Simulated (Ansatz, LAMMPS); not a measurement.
# Structural relaxation of annealed particle of C with 5 % Si on C sites (147 atoms), part 3 of 3

How does annealed particle of C with 5 % Si on C sites (147 atoms) relax, and what do bonds, charges and levels look like afterwards?

Ansatz 0.2.0; Kohn-Sham DFT, revPBE, PAW (set soft_2), plane waves.

The cell: 140 C and 7 Si. The network of bonds at the start is that of the classical potential that made the cell. The main run has no spin polarisation.

So far. Step 4 (Relaxation): The relaxation changed the energy by -369 meV/atom, and atoms moved by 0.52 Å r.m.s., 1.7 Å at most.

### 6. Single point at the relaxed geometry

One more single point at the end of the walk gives the fuller output and checks the residual forces.

Contents of input.yaml:

```yaml
crystal:
  lattice:
    - [21.69822, 0.0, 0.0]
    - [0.0, 21.76665, 0.0]
    - [0.0, 0.0, 22.03083]
  atoms:
    - { symbol: C, position: [0.26977, 0.52212, 0.40761] }
    - { symbol: C, position: [0.31217, 0.3826, 0.51988] }
    - { symbol: C, position: [0.32494, 0.44979, 0.61172] }
    - { symbol: C, position: [0.36784, 0.33993, 0.60183] }
    - { symbol: C, position: [0.27709, 0.46725, 0.49821] }
    - { symbol: C, position: [0.25916, 0.52116, 0.47305] }
    - { symbol: C, position: [0.27392, 0.58937, 0.47505] }
    - { symbol: C, position: [0.35156, 0.57167, 0.61118] }
    - { symbol: C, position: [0.32072, 0.62411, 0.57438] }
    - { symbol: C, position: [0.29963, 0.43695, 0.55334] }
    - { symbol: C, position: [0.42067, 0.51675, 0.5352] }
    - { symbol: C, position: [0.30828, 0.63019, 0.50866] }
    - { symbol: C, position: [0.35189, 0.67308, 0.46897] }
    - { symbol: C, position: [0.40558, 0.27793, 0.42398] }
    - { symbol: C, position: [0.34427, 0.33144, 0.54214] }
    - { symbol: Si, position: [0.36705, 0.26343, 0.49842] }
    - { symbol: C, position: [0.48511, 0.22781, 0.49185] }
    - { symbol: C, position: [0.2983, 0.41482, 0.46078] }
    - { symbol: C, position: [0.31953, 0.41922, 0.39961] }
    - { symbol: C, position: [0.30691, 0.4821, 0.37371] }
    - { symbol: C, position: [0.34627, 0.51306, 0.32982] }
    - { symbol: C, position: [0.41414, 0.5218, 0.46824] }
    - { symbol: C, position: [0.43214, 0.57746, 0.44407] }
    - { symbol: C, position: [0.36305, 0.38025, 0.36508] }
    - { symbol: C, position: [0.39597, 0.41192, 0.31738] }
    - { symbol: C, position: [0.279, 0.58616, 0.40852] }
    - { symbol: C, position: [0.32048, 0.61638, 0.37231] }
    - { symbol: C, position: [0.3463, 0.67118, 0.39881] }
    - { symbol: C, position: [0.38765, 0.70447, 0.36305] }
    - { symbol: C, position: [0.35229, 0.58026, 0.32746] }
    - { symbol: C, position: [0.40578, 0.60894, 0.30014] }
    - { symbol: C, position: [0.46315, 0.24191, 0.42978] }
    [... 109 atom lines left out ...]
    - { symbol: C, position: [0.6811, 0.34927, 0.50608] }
    - { symbol: C, position: [0.69089, 0.4071, 0.47532] }
    - { symbol: C, position: [0.67363, 0.42275, 0.41583] }
    - { symbol: C, position: [0.69481, 0.46486, 0.51046] }
    - { symbol: C, position: [0.64892, 0.61618, 0.43666] }
    - { symbol: C, position: [0.63465, 0.58963, 0.37407] }
kpoints:
  mp_grid: { grid: [1, 1, 1] }
hamiltonian:
  xc: revpbe
scf:
  occupations: { method: gaussian, width: 0.025 }
output:
  forces: true
  populations: true
  dos:
    method: { smearing: { sigma: 0.08 } }
    de: 0.1
    projected: { site_lists: { C: [C], Si: [Si] } }
  eigenvalues: true
  write_density: true
  write_potential: true
  volumetric_format: npy
  elf: true
```

Started as:

```bash
> ansatz run input.yaml --threads 8 --pin off --max-ram 15872MiB --backend cpu --events-out ev --progress --plain --runs-dir out
```

Numbers of over 12 decimals in the logs are rounded to 6 here.

The program printed:

```text
[...]
Crystal: 147 atoms, lattice volume = 10405.107 Å³
Basis set: ecut = 420 eV, 203389 PW (Γ), exchange–correlation on 300×300×300 points (8 copies of the dense FFT grid, shifted against one another)
Bands: 441, of which v1, the nominal top of the filled ones, is band 294 counted from 1 (293 counted from 0)
Symmetry: 1 space group operations
[...]
k-points: 1
[...]
SCF iter   1: F=—  HF=-39630.227131 eV  |F-HF|=—  |Δ(HF+E_count)|=         —  Δρ=5.18e-3  dr2=4.60e0  ethr=1.77e-3  ⟨swp⟩=8.0  Hψ=2441  notcnv=0  defer=102
[...]
SCF iter  11: F=-39629.544820 eV  HF=-39629.544817 eV  |F-HF|=2.22e-6  |Δ(HF+E_count)|=   6.09e-6  Δρ=8.87e-7  dr2=9.24e-8  ethr=1.70e-11  ⟨swp⟩=39.0  Hψ=5955  notcnv=0
SCF 1 converged in 11 iterations: F = -39629.544820 eV  dr2 = 9.24e-8
[...]
WARN: The output density's exchange-correlation potential varies sharply where the density is thin. Do not read a vacuum level from v_tot or v_xc, or from such a field of the output density. On a cell that repeats whose density bears no net charge and no dipole along the vacuum's axis use v_es (v_loc + v_h of the components); [...]
SCF converged after 11 iterations
Free energy (F): -39629.544820 eV
[...]
Internal energy: -39629.544820 eV  (E = F + TS)
E sigma→0 (E₀):  -39629.544820 eV
Fermi energy:    -3.189173 eV
[...]
--- Forces (eV/Å), atoms counted from 1 ---
  atom   1  C     -0.00015458     0.00216884    -0.00286501
  atom   2  C      0.00285907    -0.00485093     0.00713301
  atom   3  C      0.00594566     0.00015348     0.00741468
  atom   4  C     -0.00339766     0.00200578    -0.00239111
  atom   5  C     -0.00125211     0.00202688    -0.00097634
  atom   6  C     -0.00087810    -0.00721004     0.00628210
  atom   7  C      0.00501201     0.00437511     0.00499341
  atom   8  C     -0.00221255    -0.00064805    -0.00196806
  atom   9  C      0.00307643     0.00240165     0.00280524
  atom  10  C     -0.00037979    -0.00001598    -0.01255717
  atom  11  C      0.02947878     0.00808640     0.00393730
  atom  12  C     -0.00725623    -0.00502549    -0.01170591
  atom  13  C     -0.00287482     0.00325473    -0.00294221
  atom  14  C     -0.00745502    -0.00388804    -0.00348313
[...]
atom 146  C     -0.00604916    -0.00147989    -0.00068999
  atom 147  C     -0.00199054     0.00524362     0.00157645
  max |Σ_I F_I| component: 1.95e-4 eV/Å
--- Band table (eV) ---
[...]
--- Löwdin populations: 147 sites ---
  site symbol       q [e]
     0      C      3.9234
     1      C      3.9239
     2      C      3.9763
[...]
146      C      3.9884
  spilling = 0.010040 (of n_electrons = 588.000000)
```

Run time: 2 min. Hardware: 8 threads of Arm Neoverse V2, shared host; peak memory 11 GiB.

The program notes that the exchange-correlation potential is rough where the density is thin.

The run gave:

| Item | Value |
| --- | --- |
| free energy | -39629.5448 eV |
| free energy per atom | -269.5887 eV/atom |
| SCF cycles | 11 |
| r.m.s. force component | 0.00722 eV/Å |
| longest force | 0.04832 eV/Å |
| Fermi energy | -3.189 eV |
| gap (highest filled to lowest empty level) | 0.2465 eV |
| spilling of the projection | 0.01004 |

Löwdin charges by element and coordination (they lack the spilled electrons, 0.040 e an atom on average):

| element | coordination | atoms | mean charge (e) | spread | least | most |
| --- | --- | --- | --- | --- | --- | --- |
| C | all | 140 | 6.0e-4 | 0.0965 | -0.342 | 0.107 |
| C | 2 | 2 | 0.002 | 0.0019 | 1.0e-4 | 0.0039 |
| C | 3 | 125 | 0.0012 | 0.0969 | -0.342 | 0.107 |
| C | 4 | 12 | -0.0122 | 0.101 | -0.169 | 0.0803 |
| C | 5 | 1 | 0.076 | 0 | 0.076 | 0.076 |
| Si | all | 7 | 0.831 | 0.204 | 0.496 | 1.09 |
| Si | 3 | 4 | 0.788 | 0.108 | 0.705 | 0.972 |
| Si | 4 | 3 | 0.886 | 0.276 | 0.496 | 1.09 |

States in the cell by windows of 1 eV, zero at the Fermi level; the larger projections on atomic orbitals stand beside the total:

| from (eV) | to (eV) | total | C p | C s |
| --- | --- | --- | --- | --- |
| -18 | -17 | 19.6 | 6.2 | 12.8 |
| -17 | -16 | 19.4 | 7.0 | 11.8 |
| -16 | -15 | 20.6 | 8.3 | 11.7 |
| -15 | -14 | 25.1 | 10.9 | 13.5 |
| -14 | -13 | 21.4 | 10.2 | 10.6 |
| -13 | -12 | 20.4 | 11.3 | 8.5 |
| -12 | -11 | 24.4 | 15.5 | 8.0 |
| -11 | -10 | 23.8 | 15.5 | 7.1 |
| -10 | -9 | 27.4 | 20.4 | 5.9 |
| -9 | -8 | 34.0 | 26.9 | 5.5 |
| -8 | -7 | 37.7 | 31.6 | 4.5 |
| -7 | -6 | 51.7 | 45.9 | 4.0 |
| -6 | -5 | 52.4 | 47.3 | 2.8 |
| -5 | -4 | 51.7 | 46.9 | 2.2 |
| -4 | -3 | 45.1 | 40.4 | 1.5 |
| -3 | -2 | 31.8 | 28.7 | 0.9 |
| -2 | -1 | 28.5 | 26.1 | 0.9 |
| -1 | 0 | 22.2 | 18.0 | 0.9 |
| 0 | 1 | 21.1 | 17.3 | 0.8 |
| 1 | 2 | 21.3 | 18.2 | 1.0 |
| 2 | 3 | 26.3 | 22.1 | 1.5 |
| 3 | 4 | 31.8 | 22.4 | 2.9 |
| 4 | 5 | 60.5 | 20.6 | 3.8 |

The curve was stored every 0.100 eV, coarse against its broadening of 0.08 eV, so these counts are rough.

Between -21 and -18 eV lie 31 more states.

The levels nearest the highest filled one (over half full), pooled over k-points and spins:

```
level less the highest filled one (eV)  occupation
                                -0.399           2
                                -0.185           2
                                -0.159           2
                                -0.135           2
                               -0.0385           2
                                     0           2
                                 0.246           0
                                 0.301           0
                                 0.404           0
                                 0.435           0
                                 0.533           0
                                 0.572           0
```

Electrostatic potential energy in the ab plane at fractional z = 0.468, with atoms of C and Si within 0.2 Å of it. With pseudopotentials it is smooth inside the atoms' cores, unlike the true potential.

Ten even steps from '0' (-49 eV) to '9' (2 eV), each cell a mean:
```
99999999999999999999999999999999999999999999
99999999999999999999999999999999999999999999
99999999999999999999999999999999999999999999
99999999999999999999999999999999999999999999
99999999999999999999999999999999999999999999
99999988621477788888999999999999999999999999
99999865665641377763478999999999999999999999
99984115777622589988511489999999999999999999
98887556200443433689854689999999999999999999
11379999754688523699998645899999999999999999
33689999744688778999998622699999999999999999
02799997201567877899998500489999999999999999
66789999887202788888899866799999999999999999
84237999998645788668999864479999999999999999
85347999985000376335789852269999999999999999
99999999998756788720156778899999999999999999
99999888899999999987730058999999999999999999
99998644788888899872247899999999999999999999
99999878899864588874468999999999999999999999
99999999999999999999999999999999999999999999
99999999999999999999999999999999999999999999
99999999999999999999999999999999999999999999
99999999999999999999999999999999999999999999
99999999999999999999999999999999999999999999
```
Columns run along a (16.0 Å, from fractional 0.26 to 1.00 of the cell; values clipped at the 3rd and 97th percentile), rows up along b (21.8 Å). Atoms in or near the plane, at fractional coordinates: C at (0.27, 0.59), C at (0.35, 0.67), C at (0.30, 0.41), C at (0.41, 0.52), Si at (0.47, 0.39), C at (0.42, 0.64), C at (0.47, 0.67), C at (0.52, 0.62), C at (0.63, 0.67), C at (0.59, 0.25), C at (0.64, 0.31), C at (0.59, 0.35), C at (0.68, 0.51), C at (0.69, 0.41).

ELF in the ab plane at fractional z = 0.468, with atoms of C and Si within 0.2 Å of it. It is the smooth field of the valence electrons, not physical close to the nuclei.

Values, 13 rows by 16 columns, each cell a mean:
```
0.00 0.00 0.00 0.00 0.00 0.00 0.00 0.00 0.00 0.00 0.00 0.00 0.00 0.00 0.00 0.00
0.00 0.00 0.00 0.00 0.00 0.00 0.01 0.02 0.07 0.03 0.00 0.00 0.00 0.00 0.00 0.00
0.00 0.00 0.00 0.00 0.00 0.05 0.32 0.45 0.60 0.51 0.15 0.21 0.19 0.07 0.01 0.00
0.00 0.00 0.00 0.00 0.00 0.02 0.43 0.71 0.51 0.65 0.59 0.60 0.70 0.55 0.23 0.02
0.00 0.00 0.00 0.04 0.26 0.33 0.50 0.50 0.51 0.52 0.59 0.36 0.38 0.54 0.39 0.04
0.00 0.00 0.00 0.10 0.56 0.52 0.32 0.19 0.69 0.47 0.63 0.31 0.09 0.66 0.72 0.38
0.00 0.00 0.02 0.26 0.55 0.54 0.27 0.37 0.49 0.49 0.52 0.57 0.31 0.38 0.47 0.29
0.00 0.00 0.00 0.02 0.29 0.69 0.57 0.11 0.42 0.62 0.42 0.62 0.47 0.26 0.44 0.46
0.00 0.00 0.00 0.00 0.04 0.22 0.19 0.13 0.43 0.56 0.19 0.47 0.62 0.46 0.60 0.34
0.00 0.00 0.00 0.00 0.06 0.36 0.62 0.70 0.44 0.41 0.35 0.37 0.54 0.69 0.23 0.03
0.00 0.00 0.00 0.01 0.22 0.67 0.77 0.40 0.05 0.45 0.42 0.28 0.38 0.30 0.03 0.00
0.00 0.00 0.00 0.00 0.01 0.10 0.11 0.02 0.00 0.01 0.02 0.01 0.01 0.00 0.00 0.00
0.00 0.00 0.00 0.00 0.00 0.00 0.00 0.00 0.00 0.00 0.00 0.00 0.00 0.00 0.00 0.00
```
Columns run along a (16.0 Å, from fractional 0.03 to 0.77 of the cell), rows up along b (21.8 Å). Atoms in or near the plane, at fractional coordinates: C at (0.26, 0.52), C at (0.27, 0.59), C at (0.35, 0.67), C at (0.30, 0.41), C at (0.41, 0.52), Si at (0.47, 0.39), C at (0.42, 0.64), C at (0.47, 0.67), C at (0.52, 0.62), C at (0.63, 0.67), C at (0.59, 0.25), C at (0.64, 0.31), C at (0.59, 0.35), C at (0.68, 0.51) and more.

Mean Löwdin charges: C +0.00, Si +0.83 e (they miss 1.0 % of the electrons, so they add up to more than the cell's charge). Within 0.4 eV of the Fermi level the largest share is C p (81 % of the projected weight).

The surroundings of C133, which has 4 bonded neighbours where the commonest count for C is 3, nearest first, numbered as they follow in the input and with coordinates relative to it.

```csv
atom,x,y,z,distance (Å),bonds,Löwdin charge (e)
C133,0.00,0.00,0.00,0.00,4,-0.15
C141,0.00,1.12,-1.04,1.53,3,0.05
C132,-0.53,0.21,1.43,1.54,3,0.05
C129,-0.75,-1.32,-0.59,1.63,5,0.08
Si135,1.47,-1.42,-0.31,2.07,4,0.50
C145,0.15,-1.50,-1.84,2.38,4,-0.16
C117,-0.86,-1.00,2.12,2.49,3,0.01
C137,-0.32,2.42,-0.62,2.52,3,0.05
C128,-2.31,-1.00,-0.69,2.61,3,0.00
C134,-0.24,-2.59,0.22,2.61,4,-0.13
C131,-0.31,0.86,-2.46,2.62,3,0.01
C115,-1.14,1.40,2.00,2.69,3,0.03
C57,-2.62,0.39,-0.74,2.75,3,0.04
C130,-0.26,-0.46,-2.76,2.81,3,0.09
```

The column of bonds counts only the pairs C-C within 1.85 Å, C-Si within 2.28 Å; other neighbours, such as metal atoms beside each other in a compound, aren't counted, and periodic images can show an atom twice.

### 7. Outcome

| Property | Result |
| --- | --- |
| energy change in the relaxation | -369.1 meV/atom |
| r.m.s. displacement | 0.519 Å |
| largest displacement | 1.665 Å |
| free energy per atom | -269.5887 eV/atom |
| r.m.s. force component | 0.00722 eV/Å |
| gap (highest filled to lowest empty level) | 0.2465 eV |
| wall time of the 3 DFT runs | 50 min |

Relaxation lowers the energy by 369 meV/atom and moves atoms by 0.52 Å r.m.s.; the r.m.s. force component goes from 1.5 to 0.0072 eV/Å. By the final cutoffs 3 of 215 bonded pairs parted and 16 joined. From the first step to the last the energy fell by 54.257 eV, and the largest move was 1.67 Å (C145). The C-Si bonds change most in mean length: from 1.883 Å (spread 0.067) to 1.920 Å (spread 0.100), and their number from 23 to 24. Counting bonds as in the table, 89 % of C atoms have 3 and 57 % of Si atoms have 3 bonded neighbours. The highest filled and lowest empty levels differ by 0.246 eV (at Γ alone); states at the surface or the caps may set this spacing.

What to keep in mind: The network of bonds at the start is that of the classical potential that made the cell; in DFT 3 of its 215 bonded pairs passed out of the cutoffs and 16 came within them.

[Logs are printed without paths, hosts, clocks, repeated set-up lines and the standing remarks that a program may print on its own settings, such as how far it seeks lower states.]

[Hosts, paths, dates, database ids (printed as entryN), source tags and the programs' standing remarks are cut or masked in the printed files.]
